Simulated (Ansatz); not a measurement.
# Vibrations of species on Ge(111), part 2 of 2

Aim: bond lengths and vibrational modes of species bound on Ge(111).

Ansatz 0.2.0; DFT PBE, scalar-relativistic, plane waves, PAW; PAW set soft_1.

So far. Step 3 (Relaxation in the fixed cell: H): The largest force component left on a free atom is 0.63 meV/Å. Step 4 (Modes of the chosen sites: H): The highest mode of the block lies at 1970.9 cm⁻¹; the acoustic sum rule moved it by 0.0 cm⁻¹.

## Step 5: Letting the atoms settle: NH2

The slab carries NH2. Its plane takes the lattice constant of the bulk relaxed at this level. The lowest layers and the H atoms that close the back face are held, and the other atoms relax. The program lengthens the typed cell of 33.1 Å along the normal to 59.9 Å, as its cut-off of the electrostatics needs, and moves no atom.

System of this step: NH2 on Ge(111). The cell holds 14 atoms: 10 Ge, 3 H and 1 N. Its edges and angles: a = 4.073 Å, b = 4.073 Å, c = 59.865 Å, α = 90.0°, β = 90.0°, γ = 120.0°. It derives from Ge. Vacuum lies along c.

Contents of input.yaml:

```yaml
crystal:
  lattice:
    - [4.0734029174, 0.0, 0.0]
    - [-2.0367064942, 3.5276707594, 0.0]
    - [0.0, 0.0, 33.1393103542]
  atoms:
    - { symbol: Ge, position: [0.0, 0.0, 0.275031] }
    - { symbol: Ge, position: [0.333333, 0.666667, 0.300121] }
    - { symbol: Ge, position: [0.333333, 0.666667, 0.375393] }
    - { symbol: Ge, position: [0.666667, 0.333333, 0.400483] }
    - { symbol: Ge, position: [0.666667, 0.333333, 0.475755] }
    - { symbol: Ge, position: [0.0, 0.0, 0.500845] }
    - { symbol: Ge, position: [0.0, 0.0, 0.576116] }
    - { symbol: Ge, position: [0.333333, 0.666667, 0.601207] }
    - { symbol: Ge, position: [0.333333, 0.666667, 0.676478] }
    - { symbol: Ge, position: [0.666667, 0.333333, 0.701569] }
    - { symbol: H, position: [0.0, 0.0, 0.227926] }
    - { symbol: "N", position: [0.666667, 0.333333, 0.75931] }
    - { symbol: H, position: [0.893759, 0.561161, 0.772074] }
    - { symbol: H, position: [0.665931, 0.105505, 0.772074] }
  periodic: [true, true, false]
kpoints:
  mp_grid: { grid: [8, 8, 1] }
hamiltonian:
  xc: pbe
  pseudopotentials: { kind: paw, azcp: { folder: soft_1 } }
scf:
  occupations: { method: gaussian, width: 0.03 }
output:
  forces: true
  eigenvalues: true
relax:
  adjacent_minimum: "off"
  f_tol: 0.003
  max_steps: 120
  constraints: [{ sites: [0, 1, 10] }]
```

Started as:

```console
> ansatz run input.yaml --threads 8 --pin off --max-ram 20480MiB --backend cpu --events-out ev --progress --plain --runs-dir out
```

Numbers of over 12 decimals in the logs are rounded to 6 here.

Output:

```text
[...]
Crystal: 14 atoms, lattice volume = 860.243 Å³
Basis set: ecut = 420 eV, 16773 PW (Γ), exchange–correlation on 60×60×810 points (8 copies of the dense FFT grid, shifted against one another)
Bands: 89, of which v1, the nominal top of the filled ones, is band 74 counted from 1 (73 counted from 0)
Symmetry: 1 space group operations
[...]
k-points: 34 of 64 (time reversal used)
[...]
- { symbol: Ge, position: [0.000172434, 0.000137183, 0.276795] }
    - { symbol: Ge, position: [0.00101711, 0.000565741, 0.318396] }
    - { symbol: Ge, position: [0.334153, 0.667137, 0.332265] }
    - { symbol: Ge, position: [0.316418, 0.658236, 0.373792] }
    - { symbol: Ge, position: [0.646475, 0.323263, 0.387158] }
    - { symbol: H, position: [0.0, 0.0, 0.126172] }
    - { symbol: N, position: [0.601996, 0.301072, 0.418830] }
    - { symbol: H, position: [0.744332, 0.570984, 0.425156] }
    - { symbol: H, position: [0.743384, 0.172509, 0.425155] }
[key lines of the parts left out:]
SCF converged after 6 iterations
Free energy (F): -43381.727537 eV
Fermi energy:    -4.102903 eV
```

Run time: 14 min. Hardware: 8 threads of Intel Xeon at 2.70GHz, shared host; peak memory 4.1 GiB.

Relaxation path:

| step | energy less that of the first step (eV) | largest force component (eV/Å) |
| --- | --- | --- |
| 1 | 0.0000 | 0.3256 |
| 2 | -0.0360 | 0.3712 |
| 3 | -0.0425 | 0.3164 |
| 4 | -0.0467 | 0.0516 |
| 5 | -0.0467 | 0.0522 |
| 6 | -0.0466 | 0.0815 |
| 7 | -0.0469 | 0.0096 |
| 8 | -0.0473 | 0.0487 |
| 9 | -0.0476 | 0.0727 |
| 10 | -0.0477 | 0.0418 |
| 11 | -0.0478 | 0.0283 |
| 12 | -0.0479 | 0.0165 |
| 13 | -0.0479 | 0.0099 |
| 14 | -0.0479 | 0.0060 |
| 15 | -0.0479 | 0.0035 |
| 16 | -0.0479 | 0.0301 |
| 17 | -0.0479 | 0.0012 |
| 18 | -0.0479 | 0.0083 |
| 19 | -0.0479 | 0.0010 |

Relaxation steps 6, 16 were tried and not accepted.

The atoms that moved most (Å):

| atom | dx | dy | dz | length |
| --- | --- | --- | --- | --- |
| H13 | -0.629 | 0.035 | -0.134 | 0.644 |
| H14 | 0.179 | 0.236 | -0.134 | 0.325 |
| N12 | -0.198 | -0.114 | -0.090 | 0.245 |
| Ge10 | -0.062 | -0.036 | -0.072 | 0.101 |
| Ge9 | -0.052 | -0.030 | -0.041 | 0.072 |
| Ge8 | 0.002 | 0.002 | -0.032 | 0.033 |
| Ge7 | 0.003 | 0.002 | -0.031 | 0.031 |
| Ge6 | 0.000 | 0.000 | -0.027 | 0.027 |

The largest force component left on a free atom is 1.00 meV/Å.

## Step 6: Force constants among chosen sites: NH2

Only 7 sites are displaced (4 Ge, 1 N and 2 H), with their periodic images, and all others stay at rest. This gives the modes that are localised on these sites for less work than the whole matrix.

Contents of input.yaml:

```yaml
crystal:
  lattice:
    - [4.0734029174, 0.0, 0.0]
    - [-2.0367064942, 3.5276707594, 0.0]
    - [0.0, 0.0, 59.8653789012]
  atoms:
    - { symbol: Ge, position: [0.0, 0.0, 0.1522472226] }
    - { symbol: Ge, position: [0.333333, 0.666667, 0.1661361399] }
    - { symbol: Ge, position: [0.3335030708, 0.6667807442, 0.2075283438] }
    - { symbol: Ge, position: [0.6668269106, 0.3334464585, 0.2213513087] }
    - { symbol: Ge, position: [0.6668836612, 0.3334892355, 0.2629542471] }
    - { symbol: Ge, position: [0.0001724337, 0.0001371828, 0.2767945507] }
    - { symbol: Ge, position: [0.0010171054, 0.0005657413, 0.3183960349] }
    - { symbol: Ge, position: [0.3341530355, 0.6671366397, 0.3322648901] }
    - { symbol: Ge, position: [0.3164176128, 0.6582356633, 0.3737915694] }
    - { symbol: Ge, position: [0.6464746126, 0.3232627946, 0.3871577149] }
    - { symbol: H, position: [0.0, 0.0, 0.1261715968] }
    - { symbol: "N", position: [0.6019957586, 0.3010715468, 0.4188299564] }
    - { symbol: H, position: [0.7443324753, 0.5709835789, 0.4251562094] }
    - { symbol: H, position: [0.743384327, 0.1725092398, 0.4251550404] }
  periodic: [true, true, false]
kpoints:
  mp_grid: { grid: [8, 8, 1] }
hamiltonian:
  xc: pbe
  pseudopotentials: { kind: paw, azcp: { folder: soft_1 } }
scf:
  occupations: { method: gaussian, width: 0.03 }
output:
  eigenvalues: true
phonons:
  method: fd
  supercell: [1, 1, 1]
  displaced_sites: [6, 7, 8, 9, 11, 12, 13]
  rigid_motions: translations
```

Output:

```text
[...]
Crystal: 14 atoms, lattice volume = 860.243 Å³
Basis set: ecut = 420 eV, 16773 PW (Γ), exchange–correlation on 60×60×810 points (8 copies of the dense FFT grid, shifted against one another)
Bands: 89, of which v1, the nominal top of the filled ones, is band 74 counted from 1 (73 counted from 0)
Symmetry: 1 space group operations
k-points: 34 of 64 (time reversal used)
[...]
k-point 33: bands = [... 70 lower, -6.1589, -5.9023, -5.6912, -5.4152, -3.6071, -3.2370, -3.0194, -2.8125, ... 11 higher]
  ° read free of the cell's end (the report's vacuum.weakly_bound_levels)
[...]
transpose residual: 5.1e-4 eV/Å²
[...]
unstable modes among the named sites: 0
[...]
zero-point energy: 0.793690 eV/cell   skipped modes (ω ≤ 0): 0
[...]
[key lines of the parts left out:]
SCF converged after 18 iterations
Free energy (F): -43381.727537 eV
Fermi energy:    -4.102924 eV
```

Wall time 26 min (8 threads); peak memory 4.8 GiB.

The other atoms of the cell are at rest; shares are of the kinetic energy, a minus sign marks an imaginary mode, and where like sites share a mode the one named is one choice of several. Modes of the displaced sites:

| mode | frequency (cm⁻¹) | share of Ge (%) | share of N (%) | share of H (%) | site with the largest share | its share (%) |
| --- | --- | --- | --- | --- | --- | --- |
| 1 | 23.7 | 92 | 5 | 3 | Ge10 | 36 |
| 2 | 24.0 | 94 | 5 | 1 | Ge10 | 35 |
| 3 | 45.6 | 77 | 0 | 23 | Ge7 | 31 |
| 4 | 50.3 | 99 | 1 | 0 | Ge7 | 37 |
| 5 | 54.6 | 91 | 8 | 1 | Ge10 | 39 |
| 6 | 69.5 | 24 | 3 | 73 | H13 | 36 |
| 7 | 114.0 | 7 | 76 | 17 | N12 | 76 |
| 8 | 119.8 | 9 | 75 | 16 | N12 | 75 |
| 9 | 156.5 | 93 | 6 | 1 | Ge8 | 34 |
| 10 | 224.4 | 98 | 2 | 0 | Ge7 | 50 |
| 11 | 268.7 | 100 | 0 | 0 | Ge8 | 43 |
| 12 | 270.0 | 100 | 0 | 0 | Ge7 | 47 |
| 13 | 271.1 | 99 | 1 | 0 | Ge8 | 45 |
| 14 | 282.8 | 99 | 1 | 1 | Ge9 | 44 |
| 15 | 285.2 | 98 | 0 | 1 | Ge9 | 46 |
| 16 | 579.2 | 17 | 78 | 5 | N12 | 78 |
| 17 | 752.3 | 2 | 11 | 87 | H14 | 44 |
| 18 | 854.9 | 1 | 8 | 91 | H13 | 46 |
| 19 | 1539.8 | 0 | 8 | 92 | H13 | 46 |
| 20 | 3367.7 | 0 | 4 | 96 | H13 | 48 |
| 21 | 3449.0 | 0 | 8 | 92 | H14 | 46 |

The same force constants with another mass on the added atoms, against the natural mean mass; listed are the real modes with at least half of their motion on these atoms, followed through small steps of mass, less those that pass through avoided crossings, where the squared overlap of new and old mass-weighted patterns is under 0.8. Modes after a change of mass:

| substitution | mode | frequency (cm⁻¹) | after (cm⁻¹) | ratio |
| --- | --- | --- | --- | --- |
| 15N | 7 | 114.0 | 111.1 | 1.026 |
| 15N | 8 | 119.8 | 116.7 | 1.026 |
| 15N | 16 | 579.2 | 564.0 | 1.027 |
| D for H | 6 | 69.5 | 57.8 | 1.203 |
| D for H | 17 | 752.3 | 564.0 | 1.334 |
| D for H | 18 | 854.9 | 630.1 | 1.357 |
| D for H | 19 | 1539.8 | 1132.0 | 1.36 |
| D for H | 20 | 3367.7 | 2435.1 | 1.383 |
| D for H | 21 | 3449.0 | 2538.3 | 1.359 |

The highest mode of the block lies at 3449.0 cm⁻¹; the acoustic sum rule moved it by 0.0 cm⁻¹.

## Step 7: Relaxation in the fixed cell: SH

The slab carries SH. Its plane takes the lattice constant of the bulk relaxed at this level. The lowest layers and the H atoms that close the back face are held, and the other atoms relax. The program lengthens the typed cell of 33.3 Å along the normal to 60.1 Å, as its cut-off of the electrostatics needs, and moves no atom.

System of this step: SH on Ge(111). The cell holds 13 atoms: 10 Ge, 2 H and 1 S. Cell: a = 4.073 Å, b = 4.073 Å, c = 60.107 Å, α = 90.0°, β = 90.0°, γ = 120.0°. It derives from Ge. Vacuum lies along c.

Contents of input.yaml:

```yaml
crystal:
  lattice:
    - [4.0734029174, 0.0, 0.0]
    - [-2.0367064942, 3.5276707594, 0.0]
    - [0.0, 0.0, 33.2601634194]
  atoms:
    - { symbol: Ge, position: [0.0, 0.0, 0.274032] }
    - { symbol: Ge, position: [0.333333, 0.666667, 0.299031] }
    - { symbol: Ge, position: [0.333333, 0.666667, 0.374029] }
    - { symbol: Ge, position: [0.666667, 0.333333, 0.399028] }
    - { symbol: Ge, position: [0.666667, 0.333333, 0.474026] }
    - { symbol: Ge, position: [0.0, 0.0, 0.499025] }
    - { symbol: Ge, position: [0.0, 0.0, 0.574023] }
    - { symbol: Ge, position: [0.333333, 0.666667, 0.599022] }
    - { symbol: Ge, position: [0.333333, 0.666667, 0.67402] }
    - { symbol: Ge, position: [0.666667, 0.333333, 0.699019] }
    - { symbol: H, position: [0.0, 0.0, 0.227098] }
    - { symbol: S, position: [0.666667, 0.333333, 0.766846] }
    - { symbol: H, position: [0.995496, 0.333333, 0.772902] }
  periodic: [true, true, false]
kpoints:
  mp_grid: { grid: [8, 8, 1] }
hamiltonian:
  xc: pbe
  pseudopotentials: { kind: paw, azcp: { folder: soft_1 } }
scf:
  occupations: { method: gaussian, width: 0.03 }
output:
  forces: true
  eigenvalues: true
relax:
  adjacent_minimum: "off"
  f_tol: 0.003
  max_steps: 120
  constraints: [{ sites: [0, 1, 10] }]
```

Output:

```text
[...]
Crystal: 13 atoms, lattice volume = 863.716 Å³
Basis set: ecut = 420 eV, 16833 PW (Γ), exchange–correlation on 60×60×810 points (8 copies of the dense FFT grid, shifted against one another)
Bands: 89, of which v1, the nominal top of the filled ones, is band 74 counted from 1 (73 counted from 0)
Symmetry: 1 space group operations
[...]
k-points: 34 of 64 (time reversal used)
[...]
- { symbol: Ge, position: [-1.2090712107739964e-5, -0.00038879, 0.275714] }
    - { symbol: Ge, position: [0.000552771, -0.000635509, 0.317167] }
    - { symbol: Ge, position: [0.333694, 0.666220, 0.331037] }
    - { symbol: Ge, position: [0.328730, 0.670987, 0.372478] }
    - { symbol: Ge, position: [0.661116, 0.338613, 0.385937] }
    - { symbol: H, position: [0.0, 0.0, 0.125664] }
    - { symbol: S, position: [0.637740, 0.362049, 0.423522] }
    - { symbol: H, position: [0.828133, 0.171789, 0.427028] }
[key lines of the parts left out:]
SCF converged after 6 iterations
Free energy (F): -43883.801926 eV
Fermi energy:    -4.601101 eV
```

The job ended after 10 min (8 threads; peak memory 4.2 GiB; 75 min of CPU time).

Relaxation path:

| step | energy less that of the first step (eV) | largest force component (eV/Å) |
| --- | --- | --- |
| 1 | 0.0000 | 0.2104 |
| 2 | -0.0021 | 0.4246 |
| 3 | -0.0185 | 0.1843 |
| 4 | -0.0388 | 0.5032 |
| 5 | -0.0578 | 0.0896 |
| 6 | -0.0604 | 0.0083 |
| 7 | -0.0600 | 0.1130 |
| 8 | -0.0609 | 0.0063 |
| 9 | -0.0612 | 0.0138 |
| 10 | -0.0613 | 0.0102 |
| 11 | -0.0612 | 0.0107 |
| 12 | -0.0613 | 0.0102 |
| 13 | -0.0612 | 0.0109 |
| 14 | -0.0613 | 0.0005 |
| 15 | -0.0613 | 0.0005 |
| 16 | -0.0613 | 0.0024 |

Relaxation steps 7, 11, 13 were tried and not accepted.

The atoms that moved most (Å):

| atom | dx | dy | dz | length |
| --- | --- | --- | --- | --- |
| H13 | -0.353 | -0.570 | -0.039 | 0.671 |
| S12 | -0.176 | 0.101 | -0.049 | 0.209 |
| Ge10 | -0.033 | 0.019 | -0.052 | 0.064 |
| Ge9 | -0.028 | 0.015 | -0.029 | 0.043 |
| Ge7 | 0.004 | -0.002 | -0.028 | 0.028 |
| Ge8 | 0.002 | -0.002 | -0.026 | 0.026 |
| Ge6 | 0.001 | -0.001 | -0.025 | 0.025 |
| Ge5 | 0.001 | -0.002 | -0.023 | 0.023 |

The relaxed structure:

```cif
data_structure
_symmetry_space_group_name_H-M 'P 1'
_symmetry_Int_Tables_number 1
_cell_length_a 4.0734
_cell_length_b 4.0734
_cell_length_c 60.1071
_cell_angle_alpha 90.000
_cell_angle_beta 90.000
_cell_angle_gamma 120.000
_cell_volume 863.72
loop_
_atom_site_label
_atom_site_type_symbol
_atom_site_fract_x
_atom_site_fract_y
_atom_site_fract_z
_atom_site_occupancy
Ge1 Ge 0.00000 0.00000 0.15164 1
Ge2 Ge 0.33333 0.66667 0.16547 1
Ge3 Ge 0.33350 0.66648 0.20670 1
Ge4 Ge 0.66678 0.33318 0.22048 1
Ge5 Ge 0.66675 0.33285 0.26192 1
Ge6 Ge 0.99999 0.99961 0.27571 1
Ge7 Ge 0.00055 0.99936 0.31717 1
Ge8 Ge 0.33369 0.66622 0.33104 1
Ge9 Ge 0.32873 0.67099 0.37248 1
Ge10 Ge 0.66112 0.33861 0.38594 1
H11 H 0.00000 0.00000 0.12566 1
S12 S 0.63774 0.36205 0.42352 1
H13 H 0.82813 0.17179 0.42703 1
```

The largest force component left on a free atom is 2.5 meV/Å.

## Step 8: Modes of the chosen sites: SH

Only 6 sites are displaced (4 Ge, 1 S and 1 H), with their periodic images, and all others stay at rest. This gives the modes that are localised on these sites for less work than the whole matrix.

Contents of input.yaml:

```yaml
crystal:
  lattice:
    - [4.0734029174, 0.0, 0.0]
    - [-2.0367064942, 3.5276707594, 0.0]
    - [0.0, 0.0, 60.1070604699]
  atoms:
    - { symbol: Ge, position: [0.0, 0.0, 0.1516352494] }
    - { symbol: Ge, position: [0.333333, 0.666667, 0.1654684134] }
    - { symbol: Ge, position: [0.3334999315, 0.6664801874, 0.206699226] }
    - { symbol: Ge, position: [0.6667758297, 0.3331837569, 0.2204750742] }
    - { symbol: Ge, position: [0.6667529922, 0.3328528561, 0.261920889] }
    - { symbol: Ge, position: [-1.20907e-05, -0.0003887903, 0.27571384] }
    - { symbol: Ge, position: [0.0005527708, -0.0006355086, 0.317167265] }
    - { symbol: Ge, position: [0.333693532, 0.6662204724, 0.3310366474] }
    - { symbol: Ge, position: [0.3287296028, 0.6709874213, 0.3724782692] }
    - { symbol: Ge, position: [0.6611161842, 0.3386126895, 0.385936944] }
    - { symbol: H, position: [0.0, 0.0, 0.1256643817] }
    - { symbol: S, position: [0.6377401071, 0.3620493585, 0.4235222438] }
    - { symbol: H, position: [0.8281328166, 0.1717888794, 0.4270284906] }
  periodic: [true, true, false]
kpoints:
  mp_grid: { grid: [8, 8, 1] }
hamiltonian:
  xc: pbe
  pseudopotentials: { kind: paw, azcp: { folder: soft_1 } }
scf:
  occupations: { method: gaussian, width: 0.03 }
output:
  eigenvalues: true
phonons:
  method: fd
  supercell: [1, 1, 1]
  displaced_sites: [6, 7, 8, 9, 11, 12]
  rigid_motions: translations
```

Output:

```text
[...]
Crystal: 13 atoms, lattice volume = 863.716 Å³
Basis set: ecut = 420 eV, 16833 PW (Γ), exchange–correlation on 60×60×810 points (8 copies of the dense FFT grid, shifted against one another)
Bands: 89, of which v1, the nominal top of the filled ones, is band 74 counted from 1 (73 counted from 0)
Symmetry: 1 space group operations
k-points: 34 of 64 (time reversal used)
[...]
k-point 33: bands = [... 70 lower, -6.5287, -6.4402, -6.1300, -5.5505, -4.1927, -3.7444, -3.5438, -3.3551, ... 11 higher]
  ° read free of the cell's end (the report's vacuum.weakly_bound_levels)
[...]
transpose residual: 1.7e-4 eV/Å²
[...]
unstable modes among the named sites: 0
[...]
zero-point energy: 0.370163 eV/cell   skipped modes (ω ≤ 0): 0
[...]
[key lines of the parts left out:]
SCF converged after 14 iterations
Free energy (F): -43883.801926 eV
Fermi energy:    -4.601117 eV
```

Run time: 20 min. Hardware: 8 threads; peak memory 4.8 GiB.

The other atoms of the cell are at rest; shares are of the kinetic energy, a minus sign marks an imaginary mode, and where like sites share a mode the one named is one choice of several. Modes of the displaced sites:

| mode | frequency (cm⁻¹) | share of Ge (%) | share of S (%) | share of H (%) | site with the largest share | its share (%) |
| --- | --- | --- | --- | --- | --- | --- |
| 1 | 22.9 | 86 | 13 | 0 | Ge10 | 33 |
| 2 | 23.5 | 87 | 13 | 0 | Ge10 | 31 |
| 3 | 49.5 | 100 | 0 | 0 | Ge7 | 38 |
| 4 | 50.7 | 82 | 18 | 0 | Ge10 | 37 |
| 5 | 52.0 | 98 | 2 | 0 | Ge7 | 38 |
| 6 | 58.9 | 14 | 82 | 4 | S12 | 82 |
| 7 | 71.7 | 16 | 79 | 4 | S12 | 79 |
| 8 | 147.0 | 87 | 13 | 0 | Ge8 | 36 |
| 9 | 217.2 | 96 | 4 | 0 | Ge7 | 53 |
| 10 | 260.5 | 99 | 1 | 0 | Ge8 | 42 |
| 11 | 265.9 | 100 | 0 | 0 | Ge7 | 45 |
| 12 | 268.1 | 100 | 0 | 0 | Ge7 | 44 |
| 13 | 276.1 | 99 | 0 | 0 | Ge9 | 46 |
| 14 | 276.2 | 100 | 0 | 0 | Ge9 | 46 |
| 15 | 310.8 | 1 | 4 | 95 | H13 | 95 |
| 16 | 371.1 | 36 | 63 | 1 | S12 | 63 |
| 17 | 711.1 | 1 | 4 | 96 | H13 | 96 |
| 18 | 2537.9 | 0 | 3 | 97 | H13 | 97 |

The same force constants with another mass on the added atoms, against the natural mean mass; listed are the real modes with at least half of their motion on these atoms, followed through small steps of mass, less those that pass through avoided crossings, where the squared overlap of new and old mass-weighted patterns is under 0.8. Modes after a change of mass:

| substitution | mode | frequency (cm⁻¹) | after (cm⁻¹) | ratio |
| --- | --- | --- | --- | --- |
| 34S | 6 | 58.9 | 57.5 | 1.024 |
| 34S | 7 | 71.7 | 70.1 | 1.023 |
| 34S | 16 | 371.1 | 364.5 | 1.018 |
| D for H | 17 | 711.1 | 515.4 | 1.38 |
| D for H | 18 | 2537.9 | 1822.7 | 1.392 |

The highest mode of the block lies at 2537.9 cm⁻¹; the acoustic sum rule moved it by 0.0 cm⁻¹.

## Step 9: All members side by side

The members are set side by side, also those not shown above.

The anchoring bond is the shortest distance from the first added atom to the slab, and like atoms elsewhere in the cell can differ; degenerate modes stand as often as they occur. The species side by side:

| species | coverage (monolayer) | anchoring bond | its length (Å) | highest level (cm⁻¹) | second (cm⁻¹) | third (cm⁻¹) |
| --- | --- | --- | --- | --- | --- | --- |
| H | 1 | H-Ge | 1.559 | 1971 | 535.2 | 535.2 |
| Br | 1 | Br-Ge | 2.336 | 306.3 | 273.5 | 273.5 |
| NH2 | 1 | N-Ge | 1.903 | 3449 | 3368 | 1540 |
| SH | 1 | S-Ge | 2.265 | 2538 | 711.1 | 371.1 |

## Step 10: Results

- highest mode of the block of 5 sites, H: 1970.9 cm⁻¹
- highest mode of the block of 5 sites, Br: 306.3 cm⁻¹
- highest mode of the block of 7 sites, NH2: 3449.0 cm⁻¹
- highest mode of the block of 6 sites, SH: 2537.9 cm⁻¹

In words: With H the highest mode of the block lies at 1971 cm⁻¹, 99 % on H. With Br the highest mode of the block lies at 306 cm⁻¹, 65 % on Ge and 35 % on Br. With NH2 the highest mode of the block lies at 3449 cm⁻¹, 92 % on H. With SH the highest mode of the block lies at 2538 cm⁻¹, 97 % on H. With all atoms beyond the displaced ones at rest, modes that spread into the slab are only rough; stretches of light atoms, well above the modes of the substrate atoms, are the least affected. Periodic images of the cell move in phase at the zone centre, so coupling to the images is part of these frequencies. With Br, NH2 and SH the slab has next to no gap on the mesh, so it was solved like a metal. Modes of hydrogen are strongly anharmonic, so measured lines can lie well away from these harmonic values. These are harmonic frequencies at zero temperature: anharmonic shifts, linewidths and thermal expansion are left out.

[Logs are printed without paths, hosts, clocks, repeated set-up lines and the standing remarks that a program may print on its own settings, such as how far it seeks lower states.]

[Hosts, paths, dates, database ids (printed as entryN), source tags and the programs' standing remarks are cut or masked in the printed files.]
